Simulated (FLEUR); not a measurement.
**free Fe(110) film, 6 layers: anisotropy by force theorems**

One state of free Fe(110) film, 6 layers is converged without symmetry. Force theorems then give its anisotropy.

Method: PBE; all-electron FLAPW film, Dirac cores, scalar-relativistic bands, in FLEUR MaX-R8.1.

## 1. Starting point

The cell holds 6 atoms: 6 Fe. Its edges and angles: a = 2.482 Å, b = 2.482 Å, c = 24.133 Å, α = 90.0°, β = 90.0°, γ = 109.5°. Layers at typed spacings, unrelaxed. Vacuum lies along c.

As a file:

```
Fe
1.0
     1.43300   -2.02657    0.00000
     1.43300    2.02657    0.00000
     0.00000    0.00000   24.13300
Fe
6
Cartesian
  0.0000 0.0000 7.0000
  1.4330 0.0000 9.0266
  0.0000 0.0000 11.0532
  1.4330 0.0000 13.0798
  0.0000 0.0000 15.1064
  1.4330 0.0000 17.1330
```

## 2. The magnetic state

The force theorems are single passes in this state's potential, so it has to be converged first.

No symmetry is used, so that later steps may turn the spins freely; k and −k are joined. FLEUR takes the sheet as a true film: the images along c are dropped, heights are typed in bohr, and the vacuum on both sides is semi-infinite. inpgen writes inp.xml from crystal.txt; cutoffs, mixing, functional, smearing and local orbitals are then set in the file. The k list scf (kpts.xml, not shown) is a Γ-centred 14×14×1 mesh; where the ranks do not divide the number of points, some are split in two of half the weight.

File inp.xml:

```
<?xml version="1.0" encoding="UTF-8" standalone="no"?>
<fleurInput fleurInputVersion="0.39">
   <comment>
      Fe
   </comment>
   <calculationSetup>
      <cutoffs Kmax="3.68" Gmax="11.0" GmaxXC="11.0" numbands="0"/>
      <scfLoop itmax="150" minDistance="0.00002" maxIterBroyd="15" imix="Anderson" alpha="0.03" precondParam="0.0" spinf="2.0" sdNocoIR="T"/>
      <coreElectrons ctail="F" frcor="F" kcrel="0" coretail_lmax="0"/>
      <xcFunctional name="pbe" relativisticCorrections="F"/>
      <magnetism jspins="2" l_noco="F" l_ss="F">
         <qss>0.0 0.0 0.0</qss>
         <mtNocoParams l_mperp="F" l_mtNocoPot="F" l_relaxSQA="F" mag_mixing_scheme="0" mix_RelaxWeightOffD="1.0" l_constrained="F" mix_constr="1.0"/>
         <sourceFreeMag l_sourceFree="F" l_scaleMag="F" mag_scale="1.0"/>
      </magnetism>
      <soc l_soc="F" theta="0.0" phi="0.0" spav="F"/>
      <expertModes spex="0" secvar="F"/>
      <geometryOptimization l_f="F" forcealpha="1.0" forcemix="BFGS" epsdisp="0.00001" epsforce="0.00001"/>
      <ldaU l_linMix="F" mixParam="0.05" spinf="1.0"/>
   </calculationSetup>
   <cell>
      <bzIntegration valenceElectrons="96.0" mode="hist" fermiSmearingEnergy="0.00183747">
         <kPointListSelection listName="scf"/>
         <xi:include xmlns:xi="http://www.w3.org/2001/XInclude" href="kpts.xml"> </xi:include>
      </bzIntegration>
      <xi:include xmlns:xi="http://www.w3.org/2001/XInclude" href="sym.xml"> </xi:include>
      <filmLattice scale="1.0" dVac="24.41" dTilda="26.91">
         <bravaisMatrixFilm>
            <row-1>    2.7079775365518000    -3.8296584928783730</row-1>
            <row-2>    2.7079775365518000     3.8296584928783730</row-2>
         </bravaisMatrixFilm>
         <vacuumEnergyParameters vacuum="1" spinUp="-.25" spinDown="-.25"/>
         <vacuumEnergyParameters vacuum="2" spinUp="-.25" spinDown="-.25"/>
      </filmLattice>
   </cell>
   <atomSpecies>
      <species name="Iron (Fe) 2.800" element="Fe" atomicNumber="26">
         <mtSphere radius="2.23" gridPoints="737" logIncrement="0.016"/>
         <atomicCutoffs lmax="8" lnonsphr="6"/>
         <electronConfig flipSpins="F">
            <coreConfig>(1s1/2) (2s1/2) (2p1/2) (2p3/2)</coreConfig>
            <valenceConfig>(3s1/2) (3p1/2) (3p3/2) (4s1/2) (3d3/2) (3d5/2)</valenceConfig>
            <stateOccupation state="(3d3/2)" spinUp="1.4" spinDown="1.0"/>
            <stateOccupation state="(3d5/2)" spinUp="3.0" spinDown="0.6"/>
         </electronConfig>
         <energyParameters s="4" p="4" d="3" f="4"/>
         <lo type="SCLO" l="0" n="3" eDeriv="0"/>
         <lo type="SCLO" l="1" n="3" eDeriv="0"/>
      </species>
   </atomSpecies>
   <atomGroups>
      <atomGroup species="Iron (Fe) 2.800">
         <filmPos label="                   1">.0000000000 .0000000000 -9.5743090379</filmPos>
         <force calculate="T" relaxXYZ="TTT"/>
         <nocoParams  alpha="0.0" beta="0.0"/>
      </atomGroup>
      <atomGroup species="Iron (Fe) 2.800">
         <filmPos label="                   2">1.000/2.000 1.000/2.000 -5.7445580599</filmPos>
         <force calculate="T" relaxXYZ="TTT"/>
         <nocoParams  alpha="0.0" beta="0.0"/>
      </atomGroup>
      <atomGroup species="Iron (Fe) 2.800">
         <filmPos label="                   3">.0000000000 .0000000000 -1.9148526866</filmPos>
         <force calculate="T" relaxXYZ="TTT"/>
         <nocoParams  alpha="0.0" beta="0.0"/>
      </atomGroup>
      <atomGroup species="Iron (Fe) 2.800">
         <filmPos label="                   4">1.000/2.000 1.000/2.000 1.9148526866</filmPos>
         <force calculate="T" relaxXYZ="TTT"/>
         <nocoParams  alpha="0.0" beta="0.0"/>
      </atomGroup>
      <atomGroup species="Iron (Fe) 2.800">
         <filmPos label="                   5">.0000000000 .0000000000 5.7445580599</filmPos>
         <force calculate="T" relaxXYZ="TTT"/>
         <nocoParams  alpha="0.0" beta="0.0"/>
      </atomGroup>
      <atomGroup species="Iron (Fe) 2.800">
         <filmPos label="                   6">1.000/2.000 1.000/2.000 9.5743090379</filmPos>
         <force calculate="T" relaxXYZ="TTT"/>
         <nocoParams  alpha="0.0" beta="0.0"/>
      </atomGroup>
   </atomGroups>
   <output dos="F" band="F" slice="F">
      <bandDOS minEnergy="-.5*Htr" maxEnergy="0.5*Htr" sigma="0.015" storeEVData="T"/>
      <plotting iplot="0" polar="F">
         <plot TwoD="T" vec1="  1.0  0.0  0.0" vec2="  0.0  1.0  0.0" vec3="  0.0  0.0  1.0" zero="  0.0  0.0 -0.5" file="plot"/>
      </plotting>
      <moessbauerParams electricFieldGradient="F" isomerShift="F" coreHyperfine="F" valenceHyperfine="F"/>
   </output>
</fleurInput>
```

File crystal.txt:

```
Fe
&input film=T cartesian=F /
1.43300000000  -2.02656800000  0.00000000000
1.43300000000  2.02656800000  0.00000000000
0.00000000000  0.00000000000  1.00000000000
1.8897261246
1.0 1.0 1.0

6
26 0.00000000000  0.00000000000  -9.57430903790 : 2.800
26 0.50000000000  0.50000000000  -5.74455805988 : 2.800
26 0.00000000000  0.00000000000  -1.91485268663 : 2.800
26 0.50000000000  0.50000000000  1.91485268663 : 2.800
26 0.00000000000  0.00000000000  5.74455805988 : 2.800
26 0.50000000000  0.50000000000  9.57430903790 : 2.800

&kpt div1=14 div2=14 div3=1 gamma=T /
```

Command:

```bash
OMP_NUM_THREADS=1 inpgen -f crystal.txt -nosym -noco > inpgen.log  # inp.xml is then edited as shown
OMP_NUM_THREADS=1 mpirun -n 8 fleur_MPI > fleur.log
```

What it wrote:

```text
Welcome to FLEUR        (www.flapw.de)
      MaX-Release 8.1          (www.max-centre.eu)

 ========== k-point set info ==========
 Selected k-point list: scf
 k-point list type: mesh
 0 x 0 x 0
 Number of k points: 104

 ------------Calculation Setup---------------------------
 Number of MPI-tasks      :            8
 Number of PE/node        :            8
 Number of OMP-threads    :            1
 k-points in parallel     :            8
 pe's per k-point         :            1
 No of k-point loops      :           13
 Eigenvalue solver        :       lapack
 Number of basis functions:          520
 Approximate size of matrices (H+S) per k-point:         0.008 GB
 --------------------------------------------------------
 Iteration:     1   Distance:      24.75794626 me/bohr^3
 Iteration:     2   Distance:      42.90817081 me/bohr^3
 Iteration:     3   Distance:      11.26006599 me/bohr^3
 Iteration:     4   Distance:      14.85611528 me/bohr^3
 Iteration:     5   Distance:       8.75099972 me/bohr^3
 Iteration:     6   Distance:       8.45520763 me/bohr^3
 Iteration:     7   Distance:       8.71668876 me/bohr^3
 Iteration:     8   Distance:       7.04579307 me/bohr^3
 Iteration:     9   Distance:      10.78475193 me/bohr^3
 Iteration:    10   Distance:       5.21152323 me/bohr^3
[... 51 iterations left out ...]
 Iteration:    62   Distance:       0.00039984 me/bohr^3
 Iteration:    63   Distance:       0.00033416 me/bohr^3
 Iteration:    64   Distance:       0.00029690 me/bohr^3
 Iteration:    65   Distance:       0.00011880 me/bohr^3
 Iteration:    66   Distance:       0.00015008 me/bohr^3
 Iteration:    67   Distance:       0.00006172 me/bohr^3
 Iteration:    68   Distance:       0.00005759 me/bohr^3
 Iteration:    69   Distance:       0.00002329 me/bohr^3
 Iteration:    70   Distance:       0.00003466 me/bohr^3
 Iteration:    71   Distance:       0.00000387 me/bohr^3

 ********************************************************************
 Run finished successfully
 Stop message:
   all done
 ********************************************************************

--- out.xml (last complete iteration) ---
<iteration numberForCurrentRun="   71" overallNumber="   71">
         [... left out ...]
         <bandgap value="0.0000000000" units="eV"/>
         <sumValenceSingleParticleEnergies value="-128.2145297421" units="Htr"/>
         <FermiEnergy value="-0.1730150582" units="Htr"/>
         <valenceDensity>
            <mtCharges spin="1">
               <mtCharge atomType="1" total="8.6354029" s="1.1750482" p="3.1129107" d="4.3365143" f="0.0083497"/>
               <mtCharge atomType="2" total="8.5531877" s="1.1707639" p="3.1408200" d="4.2267619" f="0.0114263"/>
               <mtCharge atomType="3" total="8.4917193" s="1.1717289" p="3.1425240" d="4.1626934" f="0.0113901"/>
               <mtCharge atomType="4" total="8.4917193" s="1.1717289" p="3.1425240" d="4.1626933" f="0.0113901"/>
               <mtCharge atomType="5" total="8.5531877" s="1.1707639" p="3.1408200" d="4.2267619" f="0.0114263"/>
               <mtCharge atomType="6" total="8.6354029" s="1.1750482" p="3.1129107" d="4.3365143" f="0.0083497"/>
            </mtCharges>
            <mtCharges spin="2">
               <mtCharge atomType="1" total="5.9664413" s="1.1724529" p="3.1188516" d="1.6678900" f="0.0058202"/>
               <mtCharge atomType="2" total="6.1503052" s="1.1773745" p="3.1769314" d="1.7857631" f="0.0083588"/>
               <mtCharge atomType="3" total="6.2091727" s="1.1777866" p="3.1799591" d="1.8410158" f="0.0085010"/>
               <mtCharge atomType="4" total="6.2091727" s="1.1777866" p="3.1799591" d="1.8410158" f="0.0085010"/>
               <mtCharge atomType="5" total="6.1503051" s="1.1773745" p="3.1769314" d="1.7857630" f="0.0083588"/>
               <mtCharge atomType="6" total="5.9664413" s="1.1724529" p="3.1188516" d="1.6678900" f="0.0058202"/>
            </mtCharges>
            <spinDependentCharge spin="1" total="55.2505010" interstitial="3.7596248" mtSpheres="51.3606199" vacuum1="0.0651282" vacuum2="0.0651282"/>
            <spinDependentCharge spin="2" total="40.7494992" interstitial="3.9891930" mtSpheres="36.6518383" vacuum1="0.0542339" vacuum2="0.0542339"/>
            <totalCharge value="96.0000002195"/>
         </valenceDensity>
         [... left out ...]
         <allElectronCharges>
            <spinDependentCharge spin="1" total="85.2505010" interstitial="3.7596248" mtSpheres="81.3606199" vacuum1="0.0651282" vacuum2="0.0651282"/>
            <spinDependentCharge spin="2" total="70.7494992" interstitial="3.9891930" mtSpheres="66.6518383" vacuum1="0.0542339" vacuum2="0.0542339"/>
            <totalCharge value="156.0000002214"/>
         </allElectronCharges>
         <magneticMomentsInMTSpheres units="muBohr">
            <globalMagMoment atomType="1" vec="0.00000   0.00000   2.66896"/>
            <localMagMoment atomType="1" vec="0.00000   0.00000   2.66896"/>
            <globalMagMoment atomType="2" vec="0.00000   0.00000   2.40288"/>
            <localMagMoment atomType="2" vec="0.00000   0.00000   2.40288"/>
            <globalMagMoment atomType="3" vec="0.00000   0.00000   2.28255"/>
            <localMagMoment atomType="3" vec="0.00000   0.00000   2.28255"/>
            <globalMagMoment atomType="4" vec="0.00000   0.00000   2.28255"/>
            <localMagMoment atomType="4" vec="0.00000   0.00000   2.28255"/>
            <globalMagMoment atomType="5" vec="0.00000   0.00000   2.40288"/>
            <localMagMoment atomType="5" vec="0.00000   0.00000   2.40288"/>
            <globalMagMoment atomType="6" vec="0.00000   0.00000   2.66896"/>
            <localMagMoment atomType="6" vec="0.00000   0.00000   2.66896"/>
         </magneticMomentsInMTSpheres>
         <moessbauerParams unitsHFF="kG" unitsIS="e/bohr^3" unitsEFG="Htr/bohr^2">
         </moessbauerParams>
         <totalEnergy value="    -7636.7492915671" units="Htr">
            <sumOfEigenvalues value="    -4493.5657618172">
               <coreElectrons value="-4365.3512320751"/>
               <valenceElectrons value="-128.2145297421"/>
            </sumOfEigenvalues>
            <densityCoulombPotentialIntegral value="-11799.1530898241"/>
            <densityEffectivePotentialIntegral value="-12234.7864409143"/>
            <chargeDenXCDenIntegral value="-335.6157819196"/>
            <FockExchangeEnergyValence value="0.0000000000"/>
            <FockExchangeEnergyCore value="0.0000000000"/>
            <atomTypeDependentContributions atomType="1">
               <electronNucleiInteractionDifferentMTs value="1518.4034641002"/>
               <MadelungTerm value="-5.3745734642"/>
            </atomTypeDependentContributions>
            <atomTypeDependentContributions atomType="2">
               <electronNucleiInteractionDifferentMTs value="1518.9778411140"/>
               <MadelungTerm value="-4.8318964413"/>
            </atomTypeDependentContributions>
            <atomTypeDependentContributions atomType="3">
               <electronNucleiInteractionDifferentMTs value="1518.9156129206"/>
               <MadelungTerm value="-4.8854337380"/>
            </atomTypeDependentContributions>
            <atomTypeDependentContributions atomType="4">
               <electronNucleiInteractionDifferentMTs value="1518.9156130127"/>
               <MadelungTerm value="-4.8854336957"/>
            </atomTypeDependentContributions>
            <atomTypeDependentContributions atomType="5">
               <electronNucleiInteractionDifferentMTs value="1518.9778413326"/>
               <MadelungTerm value="-4.8318963828"/>
            </atomTypeDependentContributions>
            <atomTypeDependentContributions atomType="6">
               <electronNucleiInteractionDifferentMTs value="1518.4034641575"/>
               <MadelungTerm value="-5.3745734730"/>
            </atomTypeDependentContributions>
            <tkbTimesEntropy value="0.0021116985"/>
            <freeEnergy value="-7636.7514032656"/>
            <extrapolationTo0K value="-7636.7503474164"/>
         </totalEnergy>
         <densityConvergence units="me/bohr^3">
            <chargeDensity spin="1" distance="0.0000022299"/>
            <chargeDensity spin="2" distance="0.0000028239"/>
            <overallChargeDensity distance="0.0000038653"/>
            <spinDensity distance="0.0000033095"/>
         </densityConvergence>
      </iteration>
```

Elapsed: 12 min, on 8 MPI ranks of Arm Neoverse V1, shared host; peak memory 1.7 GiB; 1.6 h of CPU time.

Spin moment in the muffin-tin sphere by atom:

```
atom  spin moment in the muffin-tin sphere (μB)
 Fe1                                       2.67
 Fe2                                       2.40
 Fe3                                       2.28
 Fe4                                       2.28
 Fe5                                       2.40
 Fe6                                       2.67
```

Numbers from this step:

```
free energy                                                       : -207806.5921 eV
program's band gap on this mesh (in a metal only a level spacing) : 0 eV
magnetization                                                     : 14.50 μB
final state                                                       : ferromagnetic
```

After 71 cycles the largest moment stands at 2.67 μB.

## 3. Energy against the direction of the moments, rung 1

Anisotropy is a small difference, so it is taken from sums over occupied states at a frozen potential, where most errors cancel.

One pass with spin–orbit coupling for each direction, from the saved density. Inversion lets half of the mesh serve, which the program's warning doesn't know. The k list mae (kpts.xml, not shown) is a Γ-centred 21×21×1 mesh.

Changes to inp.xml since step 2:

```diff
@@ -6,4 +6,4 @@
    <calculationSetup>
-      <cutoffs Kmax="3.68" Gmax="11.0" GmaxXC="11.0" numbands="0"/>
-      <scfLoop itmax="150" minDistance="0.00002" maxIterBroyd="15" imix="Anderson" alpha="0.03" precondParam="0.0" spinf="2.0" sdNocoIR="T"/>
+      <cutoffs Kmax="3.68" Gmax="11.0" GmaxXC="11.0" numbands="192"/>
+      <scfLoop itmax="1" minDistance="0.00002" maxIterBroyd="15" imix="Anderson" alpha="0.03" precondParam="0.0" spinf="2.0" sdNocoIR="T"/>
       <coreElectrons ctail="F" frcor="F" kcrel="0" coretail_lmax="0"/>
@@ -15,3 +15,3 @@
       </magnetism>
-      <soc l_soc="F" theta="0.0" phi="0.0" spav="F"/>
+      <soc l_soc="T" theta="0.0" phi="0.0" spav="F"/>
       <expertModes spex="0" secvar="F"/>
@@ -22,3 +22,3 @@
       <bzIntegration valenceElectrons="96.0" mode="hist" fermiSmearingEnergy="0.00183747">
-         <kPointListSelection listName="scf"/>
+         <kPointListSelection listName="mae"/>
          <xi:include xmlns:xi="http://www.w3.org/2001/XInclude" href="kpts.xml"> </xi:include>
@@ -89,2 +89,5 @@
    </output>
+   <forceTheorem>
+      <MAE theta="0.0 1.5707963 1.5707963" phi="0.0 0.0 1.5707963"/>
+   </forceTheorem>
 </fleurInput>
```

Command:

```bash
OMP_NUM_THREADS=1 mpirun -n 8 fleur_MPI -warn_only > fleur.log
```

What it wrote:

```text
[banner, memory and clock lines left out]
Welcome to FLEUR        (www.flapw.de)
      MaX-Release 8.1          (www.max-centre.eu)
************FLEUR-Warning*****************
Error message: k-point set is not compatible to missing time-reversal symmetry in calculation.
Error occurred in subroutine: gen_bz
Error from PE:0/8
Other PEs with error messages:
     1-k-point set is not compatible to missing time-reversal symmetry in calculation.
     3-k-point set is not compatible to missing time-reversal symmetry in calculation.
     4-k-point set is not compatible to missing time-reversal symmetry in calculation.
*****************************************
************FLEUR-Warning*****************
Error message: k-point set is not compatible to missing time-reversal symmetry in calculation.
Error occurred in subroutine: gen_bz
Error from PE:3/8
*****************************************
************FLEUR-Warning*****************
Error message: k-point set is not compatible to missing time-reversal symmetry in calculation.
Error occurred in subroutine: gen_bz
Error from PE:1/8
Other PEs with error messages:
     3-k-point set is not compatible to missing time-reversal symmetry in calculation.
*****************************************

 ========== k-point set info ==========
 Selected k-point list: mae
 k-point list type: mesh
 0 x 0 x 0
 Number of k points: 224

 [... set-up left out ...]
 ********************************************************************
 Run finished successfully
 Stop message:
   Forcetheorem MAE
 ********************************************************************

--- out.xml (force theorem) ---
<Forcetheorem_MAE Angles="3" units="Htr">
            <Angle theta="0.0000000" phi="0.0000000" ev-sum="-128.217909942"/>
            <Angle theta="1.5707963" phi="0.0000000" ev-sum="-128.217894946"/>
            <Angle theta="1.5707963" phi="1.5707963" ev-sum="-128.217897005"/>
         </Forcetheorem_MAE>
```

The job ended after 2.1 min (8 MPI ranks; peak memory 2.5 GiB).

Anisotropy energies, by row:

```
axis  x  y  z  band energy less the first axis' (meV a cell)
   z  0  0  1                                              0
   x  1  0  0                                         0.4081
   y  0  1  0                                          0.352
```

Shape anisotropy is not in these numbers.

## 4. Anisotropy by the force theorem, rung 2

A second rung shows how far the first can be trusted.

The k list mae (kpts.xml, not shown) is a Γ-centred 32×32×1 mesh.

inp.xml is that of step 3.

What it wrote:

```text
[banner, memory and clock lines left out]
Welcome to FLEUR        (www.flapw.de)
      MaX-Release 8.1          (www.max-centre.eu)
************FLEUR-Warning*****************
Error message: k-point set is not compatible to missing time-reversal symmetry in calculation.
Error occurred in subroutine: gen_bz
Error from PE:0/8
Other PEs with error messages:
     1-k-point set is not compatible to missing time-reversal symmetry in calculation.
     2-k-point set is not compatible to missing time-reversal symmetry in calculation.
[...]
7-k-point set is not compatible to missing time-reversal symmetry in calculation.
*****************************************
 [... set-up left out ...]
 ********************************************************************
 Run finished successfully
 Stop message:
   Forcetheorem MAE
 ********************************************************************

--- out.xml (force theorem) ---
<Forcetheorem_MAE Angles="3" units="Htr">
            <Angle theta="0.0000000" phi="0.0000000" ev-sum="-128.217826260"/>
            <Angle theta="1.5707963" phi="0.0000000" ev-sum="-128.217808592"/>
            <Angle theta="1.5707963" phi="1.5707963" ev-sum="-128.217811365"/>
         </Forcetheorem_MAE>
```

Elapsed: 4.7 min, on 8 MPI ranks; peak memory 4.4 GiB; 37 min of CPU time.

Anisotropy energies, by row:

```
axis  x  y  z  band energy less the first axis' (meV a cell)
   z  0  0  1                                              0
   x  1  0  0                                         0.4808
   y  0  1  0                                         0.4053
```

(Part 1 of 2 ends here.)

[Logs and program files are shortened in this print: banners, set-up blocks, solver, clock and traceback lines can be left out without a mark of their own.]

[Logs are printed without paths, hosts, clocks, repeated set-up lines and the standing remarks that a program may print on its own settings, such as how far it seeks lower states.]

[Hosts, paths, dates, database ids (printed as entryN), source tags and the programs' standing remarks are cut or masked in the printed files.]

[Where a cell is said to come from a database of computed structures, the database is the Materials Project.]
